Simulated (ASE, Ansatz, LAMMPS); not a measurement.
# Σ7 (111) twist boundary in Si (84 atoms): support functions against a reference, part 2 of 2

Aim: test how closely localised support functions follow the reference on Σ7 (111) twist boundary in Si (84 atoms), and at what cost. A setting counts as converged where the r.m.s. difference of forces stays under 1 % of the r.m.s. force.

Ansatz 0.2.0; Kohn-Sham DFT, PBE, PAW (set soft_2), plane waves.

The cell: 84 Si. The host structure and its lattice constant were typed by rule, without a check against the phase diagram. Only the Γ point is sampled, in a cell whose shortest periodic width is 9 Å.

So far: The starting structure; How the cell was made; Plane-wave single point.

## (3) Plane-wave single point (continued)

Valence density in the ca plane at fractional y = 0.015, with atoms of Si within 0.2 Å of it. It is the smooth field of the valence electrons, not physical close to the nuclei.

Values in e/Å³, 13 rows by 16 columns, each cell a mean:
```
0.24 0.45 0.17 0.10 0.12 0.05 0.21 0.27 0.20 0.34 0.14 0.14 0.22 0.10 0.27 0.28
0.10 0.37 0.33 0.32 0.31 0.06 0.08 0.08 0.05 0.10 0.06 0.18 0.39 0.33 0.33 0.22
0.09 0.34 0.38 0.35 0.29 0.06 0.06 0.05 0.03 0.07 0.04 0.17 0.32 0.41 0.33 0.23
0.09 0.31 0.20 0.22 0.30 0.10 0.18 0.15 0.07 0.20 0.15 0.26 0.44 0.17 0.23 0.15
0.06 0.13 0.06 0.14 0.32 0.25 0.41 0.27 0.09 0.27 0.36 0.35 0.30 0.06 0.06 0.05
0.05 0.14 0.09 0.22 0.44 0.25 0.32 0.20 0.10 0.33 0.38 0.33 0.27 0.06 0.05 0.05
0.12 0.32 0.21 0.29 0.35 0.10 0.17 0.17 0.23 0.48 0.21 0.16 0.19 0.06 0.15 0.20
0.24 0.40 0.20 0.21 0.22 0.06 0.17 0.27 0.38 0.30 0.11 0.05 0.07 0.04 0.25 0.36
0.17 0.17 0.08 0.15 0.30 0.18 0.37 0.34 0.30 0.40 0.13 0.08 0.10 0.05 0.22 0.31
0.06 0.06 0.04 0.17 0.34 0.38 0.36 0.25 0.10 0.24 0.13 0.20 0.33 0.12 0.21 0.18
0.07 0.12 0.06 0.14 0.34 0.25 0.38 0.26 0.08 0.15 0.09 0.21 0.42 0.20 0.30 0.18
0.26 0.30 0.10 0.06 0.10 0.07 0.33 0.37 0.24 0.26 0.09 0.10 0.19 0.12 0.40 0.37
0.39 0.22 0.12 0.03 0.04 0.04 0.23 0.25 0.41 0.44 0.15 0.08 0.10 0.05 0.27 0.37
```
Columns run along c (18.6 Å), rows up along a (10.2 Å). Atoms in or near the plane, at fractional coordinates: Si at (0.45, 0.04), Si at (0.07, 0.04), Si at (0.62, 0.61), Si at (0.74, 0.60).

Forces differ by site in this geometry: Si atoms with 3 neighbours bear 0.63 eV/Å on average, against 0.23 eV/Å for those with 4. Intrinsic-atomic-orbital charges run from -0.07 to +0.05 e. Within 0.4 eV of the Fermi level the largest share is Si p (84 % of the projected weight).

## (4) Local order

Bonds and neighbours are counted at the geometry of the runs.

Density 2.36 g/cm³, 19.80 Å³ an atom.

Pair distribution function in bins of 0.1 Å:

| r (Å) | total |
| --- | --- |
| 2.25 | 0.00 |
| 2.35 | 9.53 |
| 2.45 | 1.32 |
| 2.55 | 0.23 |
| 2.65 | 0.00 |
| 2.75 | 0.00 |
| 2.85 | 0.41 |
| 2.95 | 0.00 |
| 3.05 | 0.25 |
| 3.15 | 0.00 |
| 3.25 | 0.22 |
| 3.35 | 0.20 |
| 3.45 | 0.00 |
| 3.55 | 0.18 |
| 3.65 | 0.68 |
| 3.75 | 2.55 |
| 3.85 | 6.22 |
| 3.95 | 1.99 |
| 4.05 | 0.68 |
| 4.15 | 0.33 |
| 4.25 | 0.62 |
| 4.35 | 0.83 |
| 4.45 | 3.35 |
| 4.55 | 1.74 |
| 4.65 | 1.04 |
| 4.75 | 0.70 |
| 4.85 | 0.43 |
| 4.95 | 0.28 |
| 5.05 | 0.12 |
| 5.15 | 0.25 |
| 5.25 | 0.28 |
| 5.35 | 1.02 |
| 5.45 | 0.68 |
| 5.55 | 0.73 |
| 5.65 | 0.46 |
| 5.75 | 0.41 |
| 5.85 | 1.90 |
| 5.95 | 1.91 |
| 6.05 | 0.71 |
| 6.15 | 0.58 |
| 6.25 | 0.34 |
| 6.35 | 0.61 |
| 6.45 | 0.51 |
| 6.55 | 1.70 |

Bonds by pair of elements; cutoffs follow the first minimum of g(r), held within bounds set by covalent radii, and pairs that aren't listed don't count as bonded:

| pair A-B | cutoff (Å) | bonds | mean length (Å) | spread (Å) | shortest (Å) | B about A | A about B |
| --- | --- | --- | --- | --- | --- | --- | --- |
| Si-Si | 2.68 | 165 | 2.37 | 0.043 | 2.32 | 3.93 | 3.93 |

How many atoms have how many bonded neighbours:

| element | mean | 3 | 4 | 5 |
| --- | --- | --- | --- | --- |
| Si | 3.93 | 8 | 74 | 2 |

Bond angles, per cent of each kind in bins of 5°:

| angle (°) | Si-Si-Si |
| --- | --- |
| 80–85 | 1.2 |
| 85–90 | 0.0 |
| 90–95 | 1.2 |
| 95–100 | 2.5 |
| 100–105 | 7.4 |
| 105–110 | 44.3 |
| 110–115 | 36.9 |
| 115–120 | 4.9 |
| 120–125 | 0.0 |
| 125–130 | 1.2 |
| 130–135 | 0.0 |
| 135–140 | 0.0 |
| 140–145 | 0.0 |
| 145–150 | 0.0 |
| 150–155 | 0.0 |
| 155–160 | 0.0 |
| 160–165 | 0.0 |
| 165–170 | 0.0 |
| 170–175 | 0.0 |
| 175–180 | 0.4 |

Bond angles (no mean is given where the spread exceeds 20°):

| angle | count | mean (°) | spread (°) |
| --- | --- | --- | --- |
| Si-Si-Si | 488 | 109 | 7.3 |

Bond length by coordination (bonds to H left out):

| element | coordination | atoms | mean bond length (Å) |
| --- | --- | --- | --- |
| Si | 3 | 8 | 2.39 |
| Si | 4 | 74 | 2.36 |
| Si | 5 | 2 | 2.49 |

Rings of the network by King's shortest-path rule, up to 12 atoms, one path for each pair of neighbours; H, halogens, alkali and alkaline-earth atoms are left out, and the last column divides by all other atoms, bonded or not:

| ring size (atoms) | rings | per network atom |
| --- | --- | --- |
| 5 | 6 | 0.071 |
| 6 | 139 | 1.66 |
| 8 | 6 | 0.071 |
| 9 | 2 | 0.024 |

Counting bonds as in the table, 88 % of Si atoms have 4 bonded neighbours. The Si-Si-Si angle averages 109° with a spread of 7°. Bonds at Si atoms with 3 neighbours average 2.39 Å, against 2.36 Å at those with 4. Rings of 6 atoms are the most common (91 % of those counted); sizes run from 5 to 9.

Local excerpt of 8 atoms (numbers count through the whole input) about Si73, which has 5 bonded neighbours where the commonest count for Si is 4; x, y, z are measured from there.

| atom | x | y | z | distance (Å) | bonds | intrinsic-atomic-orbital charge (e) | Fx | Fy | Fz (eV/Å) |
| --- | --- | --- | --- | --- | --- | --- | --- | --- | --- |
| Si73 | 0.00 | 0.00 | 0.00 | 0.00 | 5 | 0.03 | 0.000 | 0.000 | -0.918 |
| Si78 | 1.61 | -1.81 | -0.40 | 2.46 | 4 | -0.01 | 0.180 | -0.171 | 0.098 |
| Si56 | 0.76 | 2.30 | -0.40 | 2.46 | 4 | -0.01 | 0.059 | 0.241 | 0.097 |
| Si68 | -2.37 | -0.50 | -0.40 | 2.46 | 4 | -0.01 | -0.237 | -0.071 | 0.097 |
| Si74 | 0.00 | 0.00 | 2.53 | 2.53 | 4 | -0.04 | 0.000 | 0.000 | 0.216 |
| Si31 | 0.00 | 0.00 | -2.55 | 2.55 | 4 | -0.01 | 0.000 | 0.000 | -0.020 |
| Si79 | 3.67 | -1.24 | 0.52 | 3.91 | 4 | 0.01 | 0.024 | 0.070 | 0.216 |
| Si57 | -0.76 | 3.80 | 0.52 | 3.91 | 4 | 0.01 | -0.074 | -0.013 | 0.217 |

The column of bonds counts only the pairs Si-Si within 2.68 Å; other neighbours, such as metal atoms beside each other in a compound, aren't counted, and periodic images can show an atom twice.

## (5) Support functions medium

The cell is solved in localised support functions.

This step: Kohn-Sham DFT, PBE, PAW (set soft_2), localised support functions (medium) (Ansatz 0.2.0).

File input.yaml:

```yaml
crystal:
  lattice:
    - [10.16047, 0.0, 0.0]
    - [-5.08024, 8.79923, 0.0]
    - [0.0, 0.0, 18.60372]
  atoms:
    [... the 84 atom lines of step 3 ...]
kpoints:
  mp_grid: { grid: [1, 1, 1] }
hamiltonian:
  xc: pbe
scf:
  occupations: { method: fermi_dirac, width: 0.05 }
  eigensolver: { kind: { support_functions: { accuracy: medium } } }
  mixing: { beta: 0.4 }
  max_iter: 150
output:
  forces: true
  eigenvalues: true
```

On the command line:

```console
$ ansatz run input.yaml --threads 8 --pin off --max-ram 15872MiB --backend cpu --events-out ev --progress --plain --runs-dir out
```

Numbers of over 12 decimals in the logs are rounded to 6 here.

Log:

```text
Warning: scf.eigensolver.kind.support_functions: disabling space-group detection — the functions' gradient is summed over unrotated k-points, so no spatial operation reduces the k-mesh or symmetrises the density; time reversal is kept, so that k and −k are solved as one point where they differ and the mesh holds both, and exact exchange and, on two spinor components, a DFT+U term hold to it where the run has them: [...]
settings of this run that can trade accuracy for cost: scf.eigensolver.kind.support_functions [...]
[...]
Crystal: 84 atoms, lattice volume = 1663.253 Å³
Basis set: ecut = 420 eV, 32523 PW (Γ), exchange–correlation on 144×144×250 points (8 copies of the dense FFT grid, shifted against one another)
Bands: 202, of which v1, the nominal top of the filled ones, is band 168 counted from 1 (167 counted from 0)
Symmetry: 1 space group operations
k-points: 1
[...]
SCF iter   1: F=—  HF=-53382.288512 eV  |F-HF|=—  |Δ(HF+E_count)|=         —  Δρ=3.84e-2  dr2=2.28e1  ethr=1.00e-1
[...]
SCF iter  11: F=-53396.495713 eV  HF=-53396.495712 eV  |F-HF|=2.38e-7  |Δ(HF+E_count)|=   3.23e-6  Δρ=4.82e-6  dr2=6.59e-7  ethr=1.13e-9
SCF 1 converged in 11 iterations: F = -53396.502448 eV  dr2 = 6.59e-7
[...]
SCF converged after 11 iterations
Stability not checked: this state was not tested for a lower state beside it, because the mixer in use, unlike msr1, does not test its closes by its own steps (another_mixer; see scf.mixing.algorithm and scf.lower_state_search)
Free energy (F): -53396.502448 eV
[...]
Internal energy: -53396.467615 eV  (E = F + TS)
E sigma→0 (E₀):  -53396.485032 eV
Entropy (-TS):   -0.034833 eV (-0.415 meV/atom)
Fermi energy:    6.567024 eV
[...]
--- Forces (eV/Å), atoms counted from 1 ---
  atom   1  Si    -0.17575482     0.02887995     0.03380435
  atom   2  Si     0.10203578     0.11258402    -0.09716807
  atom   3  Si    -0.00057642     0.00036647     0.11266512
  atom   4  Si    -0.00078688     0.00035847     0.00417106
  atom   5  Si     0.18034996     0.17136967    -0.09818669
  atom   6  Si     0.63075391     0.29999240    -0.13647769
  atom   7  Si     0.25981609    -0.34309600     0.25945226
  atom   8  Si    -0.06715146     0.26467349    -0.09628003
  atom   9  Si     0.05732694    -0.24158391    -0.09783188
  atom  10  Si    -0.05675456    -0.69678252    -0.13613323
  atom  11  Si    -0.06760132     0.10483973    -0.10398347
  atom  12  Si    -0.05900104    -0.01560758     0.21937681
  atom  13  Si     0.24069625    -0.02814396    -0.08223525
  atom  14  Si     0.02444352    -0.07036369    -0.21574136
[...]
atom  83  Si    -0.19643244     0.18880604     0.09665011
  atom  84  Si     0.16738024    -0.39628044    -0.25910669
  max |Σ_I F_I| component: 5.75e-4 eV/Å
--- Band table (eV) ---
[...]
```

Elapsed: 45 s, on 8 threads of Arm Neoverse V1, shared host; peak memory 3.1 GiB; 5.8 min of CPU time.

The program notes that the band table was not solved further than the SCF left it and it switched symmetry off.

Keys that differ from the reference: support_functions.accuracy = "medium", scf.max_iter = 150 and scf.mixing.beta = 0.4.

Forces differ from the reference by 0.44 meV/Å r.m.s., 0.23 % of their size, well within a tolerance of 1 %; the energy by -0.29 meV/atom. It took 45 s and 11 cycles; the reference's time can't be set against it, since the two runs asked for unlike analyses.

## (6) The ladder side by side

Differences are against the plane-wave reference (Kohn-Sham DFT, PBE, PAW (set soft_2), plane waves), whose r.m.s. force component is 0.195 eV/Å. Energies are set beside the reference only for runs with its functional, potentials and electron count. Times are for 8 threads of Arm Neoverse V1, shared host. The reference's time includes the DOS, the stress and grids, which some other runs skip.

| run | Δ force, r.m.s. (meV/Å) | share of r.m.s. force (%) | Δ energy (meV/atom) | Δ gap (eV) | cycles | time | host memory (GiB) |
| --- | --- | --- | --- | --- | --- | --- | --- |
| reference | - | - | - | - | 7 | 10 s | 1.6 |
| support functions medium | 0.444 | 0.228 | -0.291 | 0 | 11 | 45 s | 3.1 |

## (7) Summary of results

```
free energy per atom                             : -635.6724 eV/atom
density                                          : 2.355 g/cm³
pressure                                         : 0.5429 GPa
r.m.s. force component                           : 0.1951 eV/Å
spacing of highest filled and lowest empty level : 0.3369 eV
wall time of the 2 DFT runs                      : 56 s
```

**Reading.** Against plane waves at 420 eV, the forces differ by 0.44 meV/Å (0.23 %) with support functions medium. At 84 atoms the run with support functions medium takes roughly 4.5 times the time of plane waves (whose run also made extra analyses, so the like-for-like ratio is larger), in 11 SCF cycles against 7. Differences between support functions and plane waves include what basis error the plane-wave run still has.

Between filled and empty levels lie 0.337 eV at Γ alone; the mesh holds the band edges only if they fold onto it, so the gap at this level can be narrower or closed, while semilocal functionals tend to narrow gaps against experiment. 2 levels are partly filled, by over 2 %, under the smearing. Forces differ by site in this geometry: Si atoms with 3 neighbours bear 0.63 eV/Å on average, against 0.23 eV/Å for those with 4. Counting bonds as in the table, 88 % of Si atoms have 4 bonded neighbours.

What to keep in mind: The geometry was minimised with a classical potential after classical dynamics and isn't relaxed at this level: its force components are 0.20 eV/Å r.m.s.

[Logs are printed without paths, hosts, clocks, repeated set-up lines and the standing remarks that a program may print on its own settings, such as how far it seeks lower states.]

[Hosts, paths, dates, database ids (printed as entryN), source tags and the programs' standing remarks are cut or masked in the printed files.]
